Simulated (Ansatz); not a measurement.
# SiO2 (Cristobalite): the dielectric response by several routes, part 2 of 2

Wanted: ε∞ of SiO2 (Cristobalite) from perturbation theory, a sum over states and the RPA step of G0W0, with cost.

Ansatz 0.2.0; linear response on PBE, plane waves, PAW. Known limits of the many-body steps: not at the basis limit; coarse k mesh.

So far. Step 2 (Response to a homogeneous field): One over ε∞ averages 0.44, above the quarter of exact exchange in PBE0, which should therefore fall short. Step 3 (Independent-particle spectrum): The sum gives ε∞ = 2.35 and 2.38 without local fields.

The database entry behind the starting cell lists a temperature of 340 K, so it need not match the best structure at ambient conditions.

## (3) Independent-particle spectrum (continued)

Level of this step: independent-particle optics on PBE, plane waves, PAW; PAW set soft_1 (Ansatz).

The loss function has structure finer than the step of the table below, so its rows give means over 1 eV, whole bins alone (the curve runs from 0 to 25 eV). Peaks (eV: height): xx=yy 20.2: 1.15, 23.6: 1.36; zz 21.1: 1.36, 23.8: 1.50.

Independent particles, no local fields, Gaussian width 0.2 eV. Loss function against photon energy; means over each step:

```csv
photon energy (eV),xx=yy,zz
5,0,0
6,2.1e-4,9.3e-5
7,0.00286,0.00261
8,0.0370,0.0365
9,0.0814,0.0764
10,0.140,0.176
11,0.253,0.225
12,0.310,0.274
13,0.348,0.273
14,0.289,0.289
15,0.301,0.328
16,0.462,0.443
17,0.484,0.577
18,0.538,0.623
19,0.753,0.709
20,0.967,0.898
21,0.957,1.22
22,0.937,1.02
23,1.25,1.18
24,1.25,1.44
```

Independent particles, no local fields, Gaussian width 0.2 eV. Table of ε₁ by photon energy:

```csv
photon energy (eV),xx=yy,zz
0,2.33,2.35
1,2.33,2.36
2,2.36,2.38
3,2.41,2.43
4,2.48,2.51
5,2.59,2.62
6,2.77,2.80
7,3.11,3.15
8,3.67,3.74
9,4.10,4.17
10,3.65,2.62
11,1.74,2.31
12,1.37,1.72
13,1.35,1.78
14,1.72,1.49
15,1.61,1.30
16,0.459,0.450
17,0.737,0.385
18,0.512,0.570
19,0.109,0.255
20,0.0575,0.0644
21,0.358,0.127
22,0.382,0.438
23,0.211,0.284
24,0.386,0.290
25,0.426,0.346
```

## (4) RPA screening from the G0W0 run

G0W0 replaces the xc potential by the self-energy, built once from these orbitals. Only a window of levels is corrected, while the sums run over the empty bands that the input names. This step takes PAW set soft_1 files.

This step: G0W0 on PBE, plane waves, PAW; PAW set soft_1.

Input file input.yaml:

```yaml
crystal:
  lattice:
    - [4.982, 0.0, 0.0]
    - [0.0, 4.982, 0.0]
    - [0.0, 0.0, 6.963]
  atoms:
    - { symbol: Si, position: [0.29897, 0.29897, 0.0] }
    - { symbol: Si, position: [0.20103, 0.79897, 0.25] }
    - { symbol: Si, position: [0.70103, 0.70103, 0.5] }
    - { symbol: Si, position: [0.79897, 0.20103, 0.75] }
    - { symbol: O, position: [0.23989, 0.10347, 0.17813] }
    - { symbol: O, position: [0.39653, 0.73989, 0.42813] }
    - { symbol: O, position: [0.76011, 0.89653, 0.67813] }
    - { symbol: O, position: [0.60347, 0.26011, 0.92813] }
    - { symbol: O, position: [0.73989, 0.39653, 0.57187] }
    - { symbol: O, position: [0.89653, 0.76011, 0.32187] }
    - { symbol: O, position: [0.26011, 0.60347, 0.07187] }
    - { symbol: O, position: [0.10347, 0.23989, 0.82187] }
kpoints:
  mp_grid: { grid: [4, 4, 2] }
hamiltonian:
  xc: pbe
  pseudopotentials: { kind: paw, azcp: { folder: soft_1 } }
scf:
  occupations: { method: fixed }
gw:
  n_empty_bands: 947
  ecut_chi: 180.0
  qp_bands: [v4, c4]
  qp_kpoints: band_edges
  screening: { model: contour_deformation }
```

Started as:

```
ansatz run input.yaml --threads 3 --pin off --max-ram 92160MiB --backend cuda --events-out ev --progress --plain --runs-dir out --devices 1 --max-vram 13GiB
```

Numbers of over 12 decimals in the logs are rounded to 6 here.

Output:

```text
GPUs: using 1 of 1 available (devices: 1).
[...]
GPU FFT provider: cuFFT
GPU libraries: cuBLAS 13.8.2, cuFFT 12.4.0, cuSOLVER 12.3.4
Crystal: 12 atoms, lattice volume = 172.824 Å³
Basis set: ecut = 420 eV, 3387 PW (Γ)
Bands: 44, of which v1, the nominal top of the filled ones, is band 32 counted from 1 (31 counted from 0)
Symmetry: 8 space group operations
[...]
k-points: 12 of 32
[...]
0    36     10.6182    -7.6367    -3.8047   -13.0111  0.8554    12.2033    12.1879  root
[...]
11    33     10.6186    -6.8570    -3.5338   -11.7556  0.8608    11.9950    11.9835  root
    11    34     10.6186    -6.8570    -3.5338   -11.7556  0.8608    11.9950    11.9835  root
    11    35     10.6186    -6.8570    -3.5338   -11.7556  0.8608    11.9950    11.9835  root
    11    36     10.6186    -6.8570    -3.5338   -11.7556  0.8608    11.9950    11.9835  root
[key lines of the parts left out:]
SCF converged after 8 iterations
Free energy (F): -7096.304376 eV
Fermi energy:    1.321772 eV
```

Wall time 60 s (1 × NVIDIA H100 80GB HBM3 (shared by 6 runs) with 3 threads of AMD EPYC 7R13 (Zen 3), shared host); peak memory 3.5 GiB; 93 s of CPU time.

This step gave:

* bands summed: 979
* RPA ε∞ on this mesh (eigenvalues): 2.148, 2.154, 2.154
* plane waves in the screening matrix: 967
* G0W0 gap on the mesh: 8.810 eV
* k of the valence top: 0, 0, 0
* k of the conduction bottom: 0, 0, 0
* starting gap on the mesh: 5.765 eV
* least direct G0W0 gap on the computed points: 8.810 eV

The gap on the mesh goes from 5.77 eV to 8.81 eV, a correction of +3.05 eV. Between the two edge states, bare exchange in place of the xc potential would open the gap by 10.13 eV, and correlation takes back 7.08 eV.

Mean over the mesh in bins of 0.25 1/Å. Static inverse dielectric function, diagonal against length of q+G:

```csv
length of q+G (Å⁻¹),"static inverse dielectric function, diagonal"
0.32,0.479
0.51,0.498
0.75,0.535
1.02,0.579
1.26,0.621
1.50,0.664
1.75,0.708
2.00,0.747
2.26,0.782
2.51,0.811
2.76,0.837
2.99,0.858
3.24,0.877
3.50,0.894
3.75,0.907
4.00,0.919
4.25,0.929
4.50,0.938
4.75,0.945
5.00,0.953
5.24,0.959
5.50,0.965
5.75,0.970
6.00,0.975
6.25,0.979
6.50,0.982
6.75,0.985
```

## (5) The values together

Times are wall times on 1 × NVIDIA H100 80GB HBM3 (shared by 6 runs) with 3 threads of AMD EPYC 7R13 (Zen 3), shared host, good to a factor of about two.

```csv
method,mesh,"ε∞, low",middle,high,mean,time
perturbation theory (local fields and xc kernel),4×4×4 (response on 64 points),2.25,2.26,2.26,2.26,34 s
sum over states (no local fields),6×6×4,2.35,2.35,2.38,2.36,52 s
"RPA with local fields, on the GW mesh",4×4×2,2.15,2.15,2.15,2.15,60 s
```

## (6) What came out

```yaml
perturbation_theory_local_fields_and_xc_kernel: 2.25, 2.26, 2.26
sum_over_states_no_local_fields: 2.35, 2.35, 2.38
rpa_with_local_fields_on_the_gw_mesh: 2.15, 2.15, 2.15
```

What this shows: Mean Born effective charge: Si1 3.34, O5 -1.67 e. The most distinct maxima of the ε₂ (xx=yy) lie at 10.4 and 15.5 eV, the highest at 10.4 eV. The most distinct maxima of the loss function (xx=yy) lie at 20.2 and 23.6 eV, the highest at 23.6 eV. The sum without local fields gives 2.36 in the mean against 2.26 by perturbation theory; local fields lower ε∞ and the xc kernel gives part of it back, though the sum also carries the error of its own mesh. The RPA values on the 4×4×2 mesh average 0.95 times those of perturbation theory (means 2.15 and 2.26). Without the xc kernel RPA should lie a little lower, as the mean does. PBE usually puts the gap too low, which tends to raise ε∞. Ions are clamped, so the lattice part of the static constant is not in these numbers.

[Paths, hosts, dates, memory and timing lines, banners, echoed tables and standing remarks are left out of the program output.]

[Logs are printed without paths, hosts, clocks, repeated set-up lines and the standing remarks that a program may print on its own settings, such as how far it seeks lower states.]

[Runs of the session that timed out or met a known fault of the program may be left out.]

[Cells called generated may have been cut or substituted from an entry of the Crystallography Open Database or the Materials Project.]

[Hosts, paths, dates, database ids (printed as entryN), source tags and the programs' standing remarks are cut or masked in the printed files.]
